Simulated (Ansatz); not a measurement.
# G0W0 on several functionals: TiO2 (Anatase)

One-shot GW is not self-consistent; how far does the start matter for TiO2 (Anatase)?

Program: Ansatz 0.2.0. Level of theory: G0W0 on several functionals, plane waves, PAW. Results are calculated unless marked as measured.

Report form: the programs' logs are mostly left out.

In doubt: masses and optical values from hybrid runs of this build are listed as unsure (step 4), which bears on the screening that GW takes from such a start.

## 1. Set-up

The structure is tetragonal, space group I4_1/amd (No. 141). Conventional cell: a = 3.784 Å, b = 3.784 Å, c = 9.515 Å, α = 90.00°, β = 90.00°, γ = 90.00°. Nearest to Ti lie 6 O at 1.93 to 1.98 Å. O has 3 Ti at 1.93 to 1.98 Å nearest. Farther neighbours and most contacts between anions are not listed.

Structure file:

```cif
data_structure
_symmetry_space_group_name_H-M 'I4_1/amd:1'
_symmetry_Int_Tables_number 141
_cell_length_a 3.7842
_cell_length_b 3.7842
_cell_length_c 9.5146
_cell_angle_alpha 90.000
_cell_angle_beta 90.000
_cell_angle_gamma 90.000
_cell_volume 136.25
loop_
_atom_site_label
_atom_site_type_symbol
_atom_site_symmetry_multiplicity
_atom_site_Wyckoff_symbol
_atom_site_fract_x
_atom_site_fract_y
_atom_site_fract_z
_atom_site_occupancy
Ti1 Ti 4 a 0.00000 0.00000 0.00000 1
O1 O 8 e 0.00000 0.00000 0.20810 1
```

The cell and positions come from the Crystallography Open Database and are kept as given unless a step says otherwise. The default PAW set here is soft_1. Its files were made with PBE; for other functionals the partial waves and projectors stay those of PBE.

## 2. G0W0 on LDA

G0W0 replaces the xc potential by the self-energy, built once from these orbitals. Only a window of levels is corrected, while the sums run over the empty bands that the input names.

This step: G0W0 on LDA, plane waves, PAW.

input.yaml reads:

```yaml
crystal:
  lattice:
    - [-1.8921, 1.8921, 4.7573]
    - [1.8921, -1.8921, 4.7573]
    - [1.8921, 1.8921, -4.7573]
  atoms:
    - { symbol: Ti, position: [0.0, 0.0, 0.0] }
    - { symbol: Ti, position: [0.75, 0.25, 0.5] }
    - { symbol: O, position: [0.2081, 0.2081, 0.0] }
    - { symbol: O, position: [0.9581, 0.4581, 0.5] }
    - { symbol: O, position: [0.5419, 0.0419, 0.5] }
    - { symbol: O, position: [0.7919, 0.7919, 0.0] }
kpoints:
  mp_grid: { grid: [6, 6, 6] }
hamiltonian:
  xc: lda
  pseudopotentials: { kind: paw, azcp: { folder: "./paw" } }
scf:
  occupations: { method: fixed }
gw:
  n_empty_bands: 539
  ecut_chi: 230.0
  qp_bands: [v2, c2]
  qp_kpoints: band_edges
  screening: { model: contour_deformation }
```

Run with:

```console
> ansatz run input.yaml --threads 3 --pin off --max-ram 92160MiB --backend cuda --events-out ev --progress --plain --runs-dir out --devices 1 --max-vram 13GiB
```

Run time: 2.7 min. Hardware: 1 × NVIDIA H100 80GB HBM3 (shared by 6 runs) with 3 threads of AMD EPYC 7R13 (Zen 3), shared host; peak memory 2.9 GiB; 4.8 min of CPU time.

This step gave:

```yaml
bands_summed: 563
rpa_eps_infinity_on_this_mesh_eigenvalues: 6.197, 6.773, 6.773
plane_waves_in_the_screening_matrix: 559
q_points_in_the_mesh: 216
g0w0_gap_on_the_mesh: 3.714 eV
k_of_the_valence_top: 0, 0, -0.5
k_of_the_conduction_bottom: 0, 0, 0
starting_gap_on_the_mesh: 2.064 eV
z_at_the_valence_top: 0.7033
z_at_the_conduction_bottom: 0.7290
least_direct_g0w0_gap_on_the_computed_points: 4.054 eV
```

The gap on the mesh goes from 2.06 eV to 3.71 eV, a correction of +1.65 eV. Between the two edge states, bare exchange in place of the xc potential would open the gap by 12.69 eV, and correlation takes back 11.04 eV.

## 3. G0W0 on PBE

The same correction from a different start measures what one shot leaves open.

This step: G0W0 on PBE, plane waves, PAW.

input.yaml: that of step 2 with these lines changed.

```diff
@@ -15,3 +15,3 @@
 hamiltonian:
-  xc: lda
+  xc: pbe
   pseudopotentials: { kind: paw, azcp: { folder: "./paw" } }
```

Wall time 1.7 min (1 × NVIDIA H100 80GB HBM3 (shared by 6 runs) with 3 threads); peak memory 3.1 GiB; 2.9 min of CPU time.

This step gave:

```yaml
bands_summed: 563
rpa_eps_infinity_on_this_mesh_eigenvalues: 5.992, 6.546, 6.546
plane_waves_in_the_screening_matrix: 559
q_points_in_the_mesh: 216
g0w0_gap_on_the_mesh: 3.661 eV
k_of_the_valence_top: 0, 0, -0.5
k_of_the_conduction_bottom: 0, 0, 0
starting_gap_on_the_mesh: 2.170 eV
z_at_the_valence_top: 0.7038
z_at_the_conduction_bottom: 0.7278
least_direct_g0w0_gap_on_the_computed_points: 3.997 eV
```

Against the run with 6×6×6 mesh, 539 empty bands, screening to 230 eV on LDA, the gap moves by −0.05 eV, while the start moved by +0.11 eV.

## 4. G0W0 on HSE06

This step: G0W0 on HSE06, plane waves, PAW.

input.yaml: that of step 3 with these lines changed.

```diff
@@ -15,3 +15,3 @@
 hamiltonian:
-  xc: pbe
+  xc: hse06
   pseudopotentials: { kind: paw, azcp: { folder: "./paw" } }
```

The job ended after 5 min (1 × NVIDIA H100 80GB HBM3 (shared by 6 runs) with 3 threads; peak memory 3.6 GiB; 6.3 min of CPU time).

Numbers from this step:

```yaml
bands_summed: 563
rpa_eps_infinity_on_this_mesh_eigenvalues: 4.408, 4.639, 4.639
plane_waves_in_the_screening_matrix: 559
g0w0_gap_on_the_mesh: 4.059 eV
k_of_the_valence_top: 0, 0, -0.5
k_of_the_conduction_bottom: 0, 0, 0
starting_gap_on_the_mesh: 3.666 eV
least_direct_g0w0_gap_on_the_computed_points: 4.413 eV
```

Against the run with 6×6×6 mesh, 539 empty bands, screening to 230 eV on PBE, the gap moves by +0.40 eV, while the start moved by +1.50 eV.

## 5. Side by side

All on the 6×6×6 mesh with 539 empty bands and screening to 230 eV. Times are wall times on 1 × NVIDIA H100 80GB HBM3 (shared by 6 runs) with 3 threads of AMD EPYC 7R13 (Zen 3), shared host, good to a factor of about two.

```csv
start,starting gap (eV),shift (eV),G0W0 gap (eV),RPA ε∞ (harmonic mean),"Z (valence, conduction)",time
LDA,2.06,+1.65,3.71,6.57,"0.70, 0.73",2.7 min
PBE,2.17,+1.49,3.66,6.35,"0.70, 0.73",1.7 min
HSE06,3.67,+0.39,4.06,4.56,"0.75, 0.77",5 min
```

The parts of the quasiparticle energy at the two band edges (eV; QP = start + Σx + Σc − Vxc):

| run | edge | start | Σx | Σc | Vxc | Z | QP |
| --- | --- | --- | --- | --- | --- | --- | --- |
| LDA | valence top | 6.84 | -25.69 | 4.29 | -21.06 | 0.70 | 6.50 |
| LDA | conduction bottom | 8.90 | -13.06 | -6.75 | -21.12 | 0.73 | 10.21 |
| PBE | valence top | 7.22 | -25.81 | 4.41 | -20.94 | 0.70 | 6.75 |
| PBE | conduction bottom | 9.39 | -13.08 | -6.69 | -20.79 | 0.73 | 10.41 |
| HSE06 | valence top | 6.21 | -25.94 | 4.01 | -22.01 | 0.75 | 6.30 |
| HSE06 | conduction bottom | 9.88 | -12.40 | -6.24 | -19.12 | 0.77 | 10.36 |

For a hybrid start, Vxc holds its share of exact exchange.

## 6. Summary of results

- G0W0@LDA: 3.71 eV (start 2.06 eV)
- G0W0@PBE: 3.66 eV (start 2.17 eV)
- G0W0@HSE06: 4.06 eV (start 3.67 eV)
- known limits: not at the basis limit

The starting gaps span 1.60 eV and the G0W0 gaps 0.40 eV. Between LDA and HSE06, 0.34 eV of the 1.60 eV survives, 21 %. The order is not kept throughout: PBE starts 0.11 eV above LDA and ends 0.05 eV below it, so orbitals matter beside the gap. HSE06 screens less than LDA (ε∞ 4.56 against 6.57). Of the 0.34 eV by which its G0W0 gap is higher, the correlation part gives +0.78 eV, and exchange with the one-particle terms, which follow the orbitals, −0.44 eV. The smallest correction, +0.39 eV, is on HSE06, the start nearest to reproducing itself. Bands and cutoff are finite, so the gap is not at the basis limit. The miss can reach some tenths of an eV and take either sign; the mesh is an error of its own.

[Paths, hosts, dates, memory and timing lines, banners, echoed tables and standing remarks are left out of the program output.]

[Logs are printed without paths, hosts, clocks, repeated set-up lines and the standing remarks that a program may print on its own settings, such as how far it seeks lower states.]

[Runs of the session that timed out or met a known fault of the program may be left out.]

[Cells called generated may have been cut or substituted from an entry of the Crystallography Open Database or the Materials Project.]

[Hosts, paths, dates, database ids (printed as entryN), source tags and the programs' standing remarks are cut or masked in the printed files.]
